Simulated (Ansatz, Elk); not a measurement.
# How far do independent atoms describe ScOs3?

Structure refinements treat a crystal as free atoms side by side. For a made-up structure of ScOs3 (cell and positions from a PBE relaxation) the runs below show what the calculated density changes in F(hkl).

Method: DFT, PBE, all-electron APW+lo, Dirac cores, scalar-relativistic bands, static density, no spin, in Elk 11.2.3 (patched build).

This account leaves out most program logs.

The structure was built from a prototype and need not be the compound's stable phase.

## 1. Starting point

The structure is tetragonal, space group I4/mmm (No. 139). The conventional cell has a = 3.924 Å, b = 3.924 Å, c = 8.010 Å, α = 90.00°, β = 90.00°, γ = 90.00°. Nearest to Os lie 4 Sc at 2.77 Å and 8 Os at 2.80 Å. Os has 8 Os at 2.77 to 2.80 Å and 4 Sc at 2.80 Å nearest. Nearest to Sc lie 12 Os at 2.77 to 2.80 Å. Farther neighbours are not listed.

## 2. Ground state and structure factors

An all-electron density is needed, since X-rays see the cores too. Task 0 finds the density and task 195 Fourier-transforms it; tshift is off so that phases refer to the origin typed.

The input, elk.in:

```
tasks
  0
  195

xctype
  20

spinpol
  .false.

rgkmax
  7.0

gmaxvr
  14.0

lmaxo
  7

lmaxapw
  8

swidth
  0.002

tshift
  .false.

ramdisk
  .false.

hmaxvr
  5.5

maxscl
  120

epspot
  1e-06

sppath
  './'

avec
  -3.70757366454 3.70757366454 7.56880773727
  3.70757366454 -3.70757366454 7.56880773727
  3.70757366454 3.70757366454 -7.56880773727

atoms
  2
  'Os.in'
  3
  0.5000000000 0.5000000000 0.0000000000   0.000000 0.000000 0.000000
  0.2500000000 0.7500000000 0.5000000000   0.000000 0.000000 0.000000
  0.7500000000 0.2500000000 0.5000000000   0.000000 0.000000 0.000000
  'Sc.in'
  1
  -0.0000000000 -0.0000000000 0.0000000000   0.000000 0.000000 0.000000

ngridk
  8 8 8
```

The run is started by

```
$ OMP_NUM_THREADS=4 elk
```

Wall time 56 s (4 threads of Intel Xeon Platinum 8488C (Sapphire Rapids), shared host); peak memory 0.27 GiB; 3.3 min of CPU time.

SFACRHO.OUT:

```text

h k l indices transformed by vhmat matrix:
   1.000000000       0.000000000       0.000000000    
   0.000000000       1.000000000       0.000000000    
   0.000000000       0.000000000       1.000000000    

      h      k      l  multipl.   |H|            Re(F)            Im(F)           |F|

      0      0      0      1   0.0000000       249.00000      0.19296410E-16   249.00000    
      1      1     -1      2  0.83014202      -52.419145     -0.33320935E-13   52.419145    
     -1      0      1      8  0.94354484      -51.761996     -0.11511246E-13   51.761996    
      0      0     -1      4   1.1983263      -50.072757     -0.21125595E-13   50.072757    
      0     -2      1      8   1.4577797       202.39007     -0.11758741E-13   202.39007    
      1      2     -2      8   1.5061701      -47.843200      0.13857355E-12   47.843200    
     -2     -2      2      2   1.6602840       194.82470      0.21283985E-15   194.82470    
     -1      1     -1      4   1.6946893       193.40308      0.12241322E-13   193.40308    
      0      2     -2      8   1.8870897      -45.241943     -0.42721642E-13   45.241943    
      0     -1     -1     16   1.9396517      -44.757560     -0.11596924E-13   44.757560    
      3      1     -2      8   2.0475666      -44.044525     -0.80310927E-13   44.044525    
     -2     -3      2      8   2.2416716      -42.983424     -0.34657683E-13   42.983424    
     -2     -1      0     16   2.2672715      -42.748919     -0.11550508E-12   42.748919    
     -1     -3      3      8   2.3724491       170.79897     -0.13073335E-13   170.79897    
      0      0      2      4   2.3966525       170.15509     -0.17246198E-13   170.15509    
     -3     -3      3      2   2.4904260      -41.167997      0.44790960E-12   41.167997    
      3     -1     -1      8   2.5363516      -41.061642     -0.94327360E-13   41.061642    
      2     -1      1      8   2.5756980      -40.833747      0.57664335E-14   40.833747
```

Elk indexes on the primitive cell of elk.in and gives |H| = 4π sin θ/λ in inverse bohr. Below, one row stands for each form hkl of the conventional cell (m members, Friedel mates merged), F is for one primitive cell and the density is static (no thermal factor). Free-atom factors are Waasmaier and Kirfel's, and R is Σm||F|−|F'||/Σm|F|.

```csv
hkl,m,sin θ/λ (Å⁻¹),"abs F, DFT",neutral atoms,diff.
002,2,0.125,52.419,52.562,-0.143
101,8,0.142,51.762,51.816,-0.053
110,4,0.180,50.073,50.026,+0.047
112,8,0.219,202.390,202.962,-0.572
103,8,0.227,47.843,47.877,-0.034
004,2,0.250,194.825,195.462,-0.637
200,4,0.255,193.403,194.212,-0.809
202,8,0.284,45.242,45.333,-0.091
211,16,0.292,44.758,44.989,-0.232
114,8,0.308,44.044,44.285,-0.241
105,8,0.337,42.983,43.029,-0.046
213,16,0.341,42.749,42.864,-0.116
204,8,0.357,170.799,170.965,-0.166
220,4,0.360,170.155,170.187,-0.032
006,2,0.374,41.168,41.438,-0.270
222,8,0.381,41.062,41.147,-0.086
301,8,0.387,40.834,40.899,-0.065
310,8,0.403,40.253,40.247,+0.006
116,8,0.416,159.006,158.933,+0.073
312,16,0.422,157.786,157.728,+0.058
215,16,0.423,39.419,39.435,-0.017
303,8,0.426,39.223,39.309,-0.087
```

## 3. The highest occupied states alone

An energy window below the Fermi level keeps the highest occupied states, to see at which angles they scatter; shallow core shells can lie inside it and anion s states outside. No new self-consistency is needed.

Changes to elk.in since step 2:

```diff
@@ -1,3 +1,2 @@
 tasks
-  0
   195
@@ -40,2 +39,5 @@
 
+wsfac
+  -0.017550 0.723450
+
 sppath
```

The run is started by

```
$ OMP_NUM_THREADS=4 elk
```

The job ended after 5.6 s (4 threads; peak memory 0.16 GiB).

States within 12 eV below the Fermi level hold 27.00 electrons; any levels below the window count with the cores. Their amplitudes can exceed the total, where window and core parts have opposite phase:

```csv
hkl,sin θ/λ (Å⁻¹),"abs F, window","abs F, all"
002,0.125,3.411,52.419
101,0.142,3.051,51.762
110,0.180,2.168,50.073
112,0.219,4.744,202.390
103,0.227,1.145,47.843
004,0.250,3.059,194.825
200,0.255,2.653,193.403
202,0.284,0.361,45.242
211,0.292,0.143,44.758
114,0.308,0.006,44.044
```

## 4. Another try

In this try the input is made faulty on purpose, to show what that does.

The input is changed as shown.

Changes to elk.in since step 3:

```diff
@@ -1,2 +1,3 @@
 tasks
+  0
   195
@@ -34,3 +35,3 @@
 maxscl
-  120
+  40
 
@@ -39,7 +40,7 @@
 
-wsfac
-  -0.017550 0.723450
-
 sppath
   './'
+
+scale
+  0.52917721
```

The run is started by

```
$ OMP_NUM_THREADS=4 elk
```

Elapsed: 2 min, on 4 threads; peak memory 0.24 GiB.

The fault put into the input: lattice vectors in angstrom read as bohr.

## 5. Another functional

The difference from free atoms is small, so it is set against the change that LDA (Perdew-Wang) makes.

Changes to elk.in since step 4:

```diff
@@ -5,3 +5,3 @@
 xctype
-  20
+  3
 
@@ -35,3 +35,3 @@
 maxscl
-  40
+  120
 
@@ -42,5 +42,2 @@
   './'
-
-scale
-  0.52917721
```

The run is started by

```
$ OMP_NUM_THREADS=4 elk
```

The job ended after 31 s (4 threads; peak memory 0.19 GiB).

Against the first run R = 0.01 %; the largest change is -0.041 at 220.

## 6. Basis size

The basis and the expansions that go with it are enlarged, to see whether the differences are converged.

Changes to elk.in since step 5:

```diff
@@ -5,3 +5,3 @@
 xctype
-  3
+  20
 
@@ -11,12 +11,12 @@
 rgkmax
-  7.0
+  8.5
 
 gmaxvr
-  14.0
+  18.0
 
 lmaxo
-  7
+  9
 
 lmaxapw
-  8
+  10
```

The run is started by

```
$ OMP_NUM_THREADS=4 elk
```

It took 1.8 min on 4 threads; peak memory 0.4 GiB; 6.1 min of CPU time.

Against the first run R = 0.00 %; the largest change is -0.018 at 312.

## 7. A coarser k-mesh

About half the k-points along each axis test the sampling.

Changes to elk.in since step 6:

```diff
@@ -11,12 +11,12 @@
 rgkmax
-  8.5
+  7.0
 
 gmaxvr
-  18.0
+  14.0
 
 lmaxo
-  9
+  7
 
 lmaxapw
-  10
+  8
 
@@ -60,2 +60,2 @@
 ngridk
-  8 8 8
+  4 4 4
```

The run is started by

```
$ OMP_NUM_THREADS=4 elk
```

Elapsed: 23 s, on 4 threads; peak memory 0.26 GiB; 62 s of CPU time.

Against the first run R = 0.01 %; the largest change is +0.034 at 200.

## 8. Settings against the effect

```csv
run,R against the first run (%),"R against neutral atoms, low angle (%)",wall time
"PBE, rgkmax 7",0.00,0.30,56 s
LDA (Perdew-Wang),0.01,0.29,31 s
rgkmax 8.5 with larger expansions,0.00,0.29,1.8 min
k-mesh 4×4×4,0.01,0.29,23 s
```

## 9. Summary of results

| Quantity | Value |
| --- | --- |
| R against neutral atoms, sin θ/λ < 0.3 Å⁻¹ | 0.30 % |
| R against neutral atoms, 0.3 to 0.83 Å⁻¹ | 0.18 % |

In words: Independent neutral atoms miss the calculated amplitudes by R = 0.30 % below 0.3 Å⁻¹ and 0.18 % from there to 0.83 Å⁻¹; by shells, 0.14 % below 0.15 Å⁻¹ (2 forms), 0.31 % 0.15 to 0.3 (7 forms), 0.10 % 0.3 to 0.45 (14 forms), 0.20 % above 0.45 (88 forms). Bonding, aspherical density and the tables' own atoms all enter these figures, and the runs don't part them. The largest change of an amplitude is -0.81 electrons, at 200. The window's part falls from 27.0 electrons at the origin to at most 0.35 between 0.45 and 0.83 Å⁻¹. Below 0.3 Å⁻¹ the changes that finished (LDA (Perdew-Wang), rgkmax 8.5 with larger expansions and k-mesh 4×4×4) move F by R = 0.01 % at most, against the 0.30 % that separates it from free atoms. These runs have no spin, though d or f shells may be open. Spin-orbit coupling is left out, which can matter for elements this heavy. Part of the difference isn't bonding: the tables are fits to free atoms and ions calculated by other methods than this functional. Thermal motion, anomalous dispersion and extinction are left out.

[Logs are printed without paths, hosts, clocks, repeated set-up lines and the standing remarks that a program may print on its own settings, such as how far it seeks lower states.]

[Hosts, paths, dates, database ids (printed as entryN), source tags and the programs' standing remarks are cut or masked in the printed files.]
